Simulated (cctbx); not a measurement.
## Diagnosing a refinement

Cell a = 6.4040 Å, b = 7.8020 Å, c = 7.9380 Å, α = 79.06°, β = 66.85°, γ = 66.26°; space group P-1 (no. 2). The compound is Nd2Fe20Si2N.

Simulated single-crystal data (cctbx): Mo Kα, λ = 0.71073 Å, to d = 0.75 Å, 95 % of the full sphere, strongest reflection 5000 counts, noise from counting, a 2 % proportional error and a noise floor of 2 counts (s.d.); no absorption.

An anisotropic refinement with weights 1/σ² prints:

```text
Rint 0.029, 1655 unique reflections to 0.75 A
cycle     R1     wR2    GooF  max shift (A)
   1  0.0919  0.1812   3.683   0.00466
   2  0.0913  0.1793   3.645   0.00000
final R1 0.0913 wR2 0.1793 GooF 3.645  parameters 114  data/parameter 14.5
atom        x        y        z      Ueq    occ   su(xyz)  su(Uiso or U11)
Nd1    0.12880  0.74778  0.75236   0.0025  1.000  0.00018  0.0005
Fe1    0.00000  0.50000  0.50000   0.0039  1.000  0.00000  0.0017
Fe2    0.50000  0.00000  0.50000   0.0038  1.000  0.00000  0.0017
Fe3    0.37565  0.25605  0.24808   0.0049  1.000  0.00053  0.0013
Fe4    0.23163  0.82981  0.07582   0.0048  1.000  0.00053  0.0012
Fe5    0.63513  0.43284  0.67506   0.0039  1.000  0.00051  0.0012
Fe6    0.30315  0.33366  0.91691   0.0040  1.000  0.00052  0.0012
Fe7    0.06559  0.57603  0.16604   0.0041  1.000  0.00051  0.0012
Fe8    0.22180  0.08436  0.83060   0.0036  1.000  0.00051  0.0012
Fe9    0.64738  0.66128  0.43256   0.0048  1.000  0.00053  0.0013
Fe10   0.32001  0.91976  0.32343   0.0046  1.000  0.00052  0.0013
Fe11   0.06063  0.16694  0.58473   0.0043  1.000  0.00052  0.0012
Si1    0.50000  0.50000  0.00000   0.0046  1.000  0.00000  0.0035
N1     0.00000  0.00000  0.50000   0.0050  1.000  0.00000  0.0112  NPD
difference map: max 53.99 min -2.77 rms 1.06
Q1    0.5000  0.0000  0.0000    1   53.99  2.41 A from Fe4
Q2    0.1372  0.7412  0.7547    2    3.78  0.06 A from Nd1
Q3    0.3992  0.0877  0.1209    2    2.37  1.73 A from Fe3
Q4    0.4104  0.1444  0.9541    2    2.21  1.38 A from Fe6
Q5    0.0792  0.5961  0.1575    2    2.04  0.20 A from Fe7
Q6    0.3790  0.9192  0.0910    2    1.99  1.43 A from Fe4
```

Q: Accept it or mend it, and why?

Mend it. The fault: an atom left out, Si at (1/2, 0, 0). Against the right model at the same level, R1 goes from 0.0196 to 0.0913 and GooF from 0.92 to 3.65, the top difference peak, 54.0 e/Å³, lies 2.41 Å from Fe4 and N1 goes non-positive-definite. Q1 is the missing atom. With scattering power missing, scale and phases suffer, so peaks may also grow on the heavy atoms.

The compound is Nd2Fe20Si2N. The right model at the same level gives:

```text
Rint 0.029, 1655 unique reflections to 0.75 A
cycle     R1     wR2    GooF  max shift (A)
   1  0.0200  0.0461   0.939   0.00027
   2  0.0196  0.0452   0.921   0.00000
final R1 0.0196 wR2 0.0452 GooF 0.921  parameters 120  data/parameter 13.8
atom        x        y        z      Ueq    occ   su(xyz)  su(Uiso or U11)
Nd1    0.12900  0.74769  0.75237   0.0030  1.000  0.00005  0.0001
Fe1    0.00000  0.50000  0.50000   0.0044  1.000  0.00000  0.0004
Fe2    0.50000  0.00000  0.50000   0.0042  1.000  0.00000  0.0004
Fe3    0.37487  0.25626  0.24808   0.0057  1.000  0.00014  0.0003
Fe4    0.23152  0.82964  0.07605   0.0053  1.000  0.00013  0.0003
Fe5    0.63516  0.43311  0.67528   0.0046  1.000  0.00013  0.0003
Fe6    0.30283  0.33379  0.91697   0.0047  1.000  0.00013  0.0003
Fe7    0.06569  0.57628  0.16583   0.0045  1.000  0.00013  0.0003
Fe8    0.22187  0.08417  0.83060   0.0043  1.000  0.00013  0.0003
Fe9    0.64794  0.66115  0.43233   0.0052  1.000  0.00013  0.0003
Fe10   0.31994  0.91996  0.32342   0.0055  1.000  0.00013  0.0003
Fe11   0.06052  0.16709  0.58489   0.0046  1.000  0.00013  0.0003
Si1    0.50000  0.50000  0.00000   0.0060  1.000  0.00000  0.0009
Si2    0.50000  0.00000  0.00000   0.0073  1.000  0.00000  0.0009
N1     0.00000  0.00000  0.50000   0.0071  1.000  0.00000  0.0028
difference map: max 1.07 min -1.25 rms 0.29
Q1    0.1053  0.0727  0.3668    2    1.09  1.19 A from N1
Q2    0.4438  0.9281  0.2291    2    1.09  0.87 A from Fe10
Q3    0.4354  0.4279  0.7240    2    1.08  1.20 A from Fe5
Q4    0.0483  0.0954  0.1863    2    1.04  1.30 A from Nd1
Q5    0.2415  0.1296  0.8913    2    1.01  0.72 A from Fe8
Q6    0.4059  0.1534  0.2298    2    0.99  0.77 A from Fe3
```

Isotropic U is held between 0.0001 and 1 Å² by the program, and listed peak heights are interpolated, so they can pass the grid's maximum.

The model was made for the exercise: a known structure type with other elements put in, its volume estimated, not relaxed; displacement parameters are assumed.

[Middle refinement cycles are left out of these outputs.]

[Logs are printed without paths, hosts, clocks, repeated set-up lines and the standing remarks that a program may print on its own settings, such as how far it seeks lower states.]
